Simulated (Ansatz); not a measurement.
## A convergence test on GaCuSe2 (I-42d): wavefunction cutoff

How far can the wavefunction cutoff be lowered for the gap of GaCuSe2 (I-42d)?

Program: Ansatz 0.2.0. Level of theory: DFT, PBE, plane waves, PAW; PAW set soft_1. Results are calculated unless marked as measured.

This is a report of a sequence of runs, with most program output left out.

## Step 1: Set-up

Symmetry: I-42d, No. 122, tetragonal system. Conventional cell: a = 5.619 Å, b = 5.619 Å, c = 11.026 Å, α = 90.00°, β = 90.00°, γ = 90.00°. Ga has 4 Se at 2.42 Å nearest. Nearest to Cu lie 4 Se at 2.42 Å. Se has 2 Ga at 2.42 Å and 2 Cu at 2.42 Å nearest. Farther neighbours and most contacts between anions are not listed.

Coordinates:

```cif
data_structure
_symmetry_space_group_name_H-M 'I-42d'
_symmetry_Int_Tables_number 122
_cell_length_a 5.6191
_cell_length_b 5.6191
_cell_length_c 11.0260
_cell_angle_alpha 90.000
_cell_angle_beta 90.000
_cell_angle_gamma 90.000
_cell_volume 348.14
loop_
_atom_site_label
_atom_site_type_symbol
_atom_site_symmetry_multiplicity
_atom_site_Wyckoff_symbol
_atom_site_fract_x
_atom_site_fract_y
_atom_site_fract_z
_atom_site_occupancy
Ga1 Ga 4 b 0.50000 0.50000 0.00000 1
Cu1 Cu 4 a 0.00000 0.00000 0.00000 1
Se1 Se 8 d 0.25062 0.25000 0.12500 1
```

The cell and positions come from the Crystallography Open Database and are kept as given unless a step says otherwise.

## Step 2: Wavefunction cutoff: 190 eV

The input, input.yaml:

```yaml
crystal:
  lattice:
    - [-2.80955, 2.80955, 5.513]
    - [2.80955, -2.80955, 5.513]
    - [2.80955, 2.80955, -5.513]
  atoms:
    - { symbol: Ga, position: [0.5, 0.5, 0.0] }
    - { symbol: Ga, position: [0.25, 0.75, 0.5] }
    - { symbol: Cu, position: [0.0, 0.0, 0.0] }
    - { symbol: Cu, position: [0.75, 0.25, 0.5] }
    - { symbol: Se, position: [0.375, 0.37562, 0.50062] }
    - { symbol: Se, position: [0.62438, 0.125, 0.99938] }
    - { symbol: Se, position: [0.875, 0.87438, 0.49938] }
    - { symbol: Se, position: [0.12562, 0.625, 0.00062] }
kpoints:
  mp_grid: { grid: [6, 6, 6] }
  band_path:
    path:
      - [0.0, 0.0, 0.0]
      - [0.0, 0.0, 0.5]
      - [0.25, 0.25, 0.25]
      - [0.0, 0.5, 0.0]
      - [0.5, 0.5, -0.5]
      - [0.31492883, 0.68507117, -0.31492883]
      - [-0.31492883, 0.31492883, 0.31492883]
      - [-0.12985765, 0.12985765, 0.5]
    npoints: 1
hamiltonian:
  xc: pbe
  pseudopotentials: { kind: paw, azcp: { folder: soft_1 } }
scf:
  occupations: { method: fermi_dirac, width: 0.02 }
  n_extra_bands: 6
  max_iter: 80
output:
  eigenvalues: true
  forces: true
  stress: true
basis:
  ecutwfc: 190.0
```

On the command line:

```sh
$ ansatz run input.yaml --threads 3 --pin off --max-ram 92160MiB --backend cuda --events-out ev --progress --plain --runs-dir out --devices 1 --max-vram 13GiB
```

The job ended after 8.8 s (1 × NVIDIA H100 80GB HBM3 (shared by 6 runs) with 3 threads of AMD EPYC 7R13 (Zen 3), shared host; peak memory 0.94 GiB).

Numbers from this step:

| Item | Value |
| --- | --- |
| pressure | 2.863 GPa |
| gap | 0.7030 eV |
| valence top at | Γ |
| conduction bottom at | Γ |
| least direct gap | 0.7030 eV |

The gap is direct, at Γ.

## Step 3: Wavefunction cutoff: 290 eV

input.yaml, as its differences from that of step 2:

```diff
@@ -31,3 +31,3 @@
 scf:
-  occupations: { method: fermi_dirac, width: 0.02 }
+  occupations: { method: fixed }
   n_extra_bands: 6
@@ -39,2 +39,2 @@
 basis:
-  ecutwfc: 190.0
+  ecutwfc: 290.0
```

Elapsed: 5.8 s, on 1 × NVIDIA H100 80GB HBM3 (shared by 6 runs) with 3 threads; peak memory 0.96 GiB; 6 s of CPU time.

Numbers from this step:

| Quantity | Value |
| --- | --- |
| pressure | 2.889 GPa |
| gap | 0.2706 eV |
| valence top at | Γ |
| conduction bottom at | Γ |
| least direct gap | 0.2706 eV |

The gap is 0.271 eV, −0.432 eV from the run before at this level.

## Step 4: Wavefunction cutoff: 420 eV (the default)

input.yaml, the sections that differ from step 3:

```yaml
kpoints:
  mp_grid: { grid: [6, 6, 6] }
  band_path:
    path:
      - [[0.0, 0.0, 0.0], [0.0, 0.0, 0.5], [0.25, 0.25, 0.25], [0.0, 0.5, 0.0], [0.0, 0.0, 0.0], [0.5, 0.5, -0.5], [0.31492883, 0.68507117, -0.31492883]]
      - [[-0.31492883, 0.31492883, 0.31492883], [0.0, 0.0, 0.0]]
      - [[0.0, 0.0, 0.5], [-0.12985765, 0.12985765, 0.5]]
      - [[0.5, 0.5, -0.12985765], [0.5, 0.5, -0.5]]
    npoints: 10
scf:
  occupations: { method: fermi_dirac, width: 0.02 }
  n_extra_bands: 6
output:
  eigenvalues: true
  forces: true
  stress: true
  write_density: true
  write_potential: true
  elf: true
  volumetric_format: npy
# crystal, hamiltonian: as in step 3
# basis: removed
```

Elapsed: 12 s, on 1 × NVIDIA H100 80GB HBM3 (shared by 6 runs) with 3 threads; peak memory 1.1 GiB; 20 s of CPU time.

This step gave:

```
pressure             : 2.849 GPa
gap                  : 0.2338 eV
valence top at       : Γ
conduction bottom at : Γ
least direct gap     : 0.2338 eV
```

The gap is 0.234 eV, −0.037 eV from the run before at this level.

## Step 5: Wavefunction cutoff: 630 eV

input.yaml, the sections that differ from step 4:

```yaml
kpoints:
  mp_grid: { grid: [6, 6, 6] }
  band_path:
    path:
      - [0.0, 0.0, 0.0]
      - [0.0, 0.0, 0.5]
      - [0.25, 0.25, 0.25]
      - [0.0, 0.5, 0.0]
      - [0.5, 0.5, -0.5]
      - [0.31492883, 0.68507117, -0.31492883]
      - [-0.31492883, 0.31492883, 0.31492883]
      - [-0.12985765, 0.12985765, 0.5]
    npoints: 1
scf:
  occupations: { method: fixed }
  n_extra_bands: 6
  max_iter: 80
output:
  eigenvalues: true
  forces: true
  stress: true
basis:
  ecutwfc: 630.0
# crystal, hamiltonian: as in step 4
```

It took 16 s on 1 × NVIDIA H100 80GB HBM3 (shared by 6 runs) with 3 threads; peak memory 1.1 GiB; 24 s of CPU time.

This step gave:

```
pressure             : 2.849 GPa
gap                  : 0.2366 eV
valence top at       : Γ
conduction bottom at : Γ
least direct gap     : 0.2366 eV
```

The gap is 0.237 eV, +0.003 eV from the run before at this level.

## Step 6: The series

Differences are against the last row; a negative gap means that bands overlap, and a run with a band path holds that path's time. Times are wall times on 1 × NVIDIA H100 80GB HBM3 (shared by 6 runs) with 3 threads of AMD EPYC 7R13 (Zen 3), shared host, good to a factor of about two.

| wavefunction cutoff | gap (eV) | direct gap (eV) | gap error (eV) | energy error (meV/atom) | irreducible k | time |
| --- | --- | --- | --- | --- | --- | --- |
| 190 eV | 0.703 | 0.703 | +0.466 | +7980.8 | 30 | 8.8 s |
| 290 eV | 0.271 | 0.271 | +0.034 | +123.1 | 30 | 5.8 s |
| 420 eV | 0.234 | 0.234 | −0.003 | +1.7 | 30 | 12 s |
| 630 eV | 0.237 | 0.237 | +0.000 | +0.0 | 30 | 16 s |

## Step 7: Outcome

```yaml
190_ev: 0.703 eV
290_ev: 0.271 eV
420_ev: 0.234 eV
630_ev: 0.237 eV
```

**Reading.** The gap holds to 0.02 eV from 420 eV on. At 190 eV the gap is off by +0.466 eV and the energy by +7981 meV/atom. The runs have no spin polarisation. For a closed low-spin shell that is the natural state; where a d or f shell is open it is a constraint, and the gap is then not the crystal's own.

[Paths, hosts, dates, memory and timing lines, banners, echoed tables and standing remarks are left out of the program output.]

[Logs are printed without paths, hosts, clocks, repeated set-up lines and the standing remarks that a program may print on its own settings, such as how far it seeks lower states.]

[Runs of the session that timed out or met a known fault of the program may be left out.]

[Cells called generated may have been cut or substituted from an entry of the Crystallography Open Database or the Materials Project.]

[Hosts, paths, dates, database ids (printed as entryN), source tags and the programs' standing remarks are cut or masked in the printed files.]
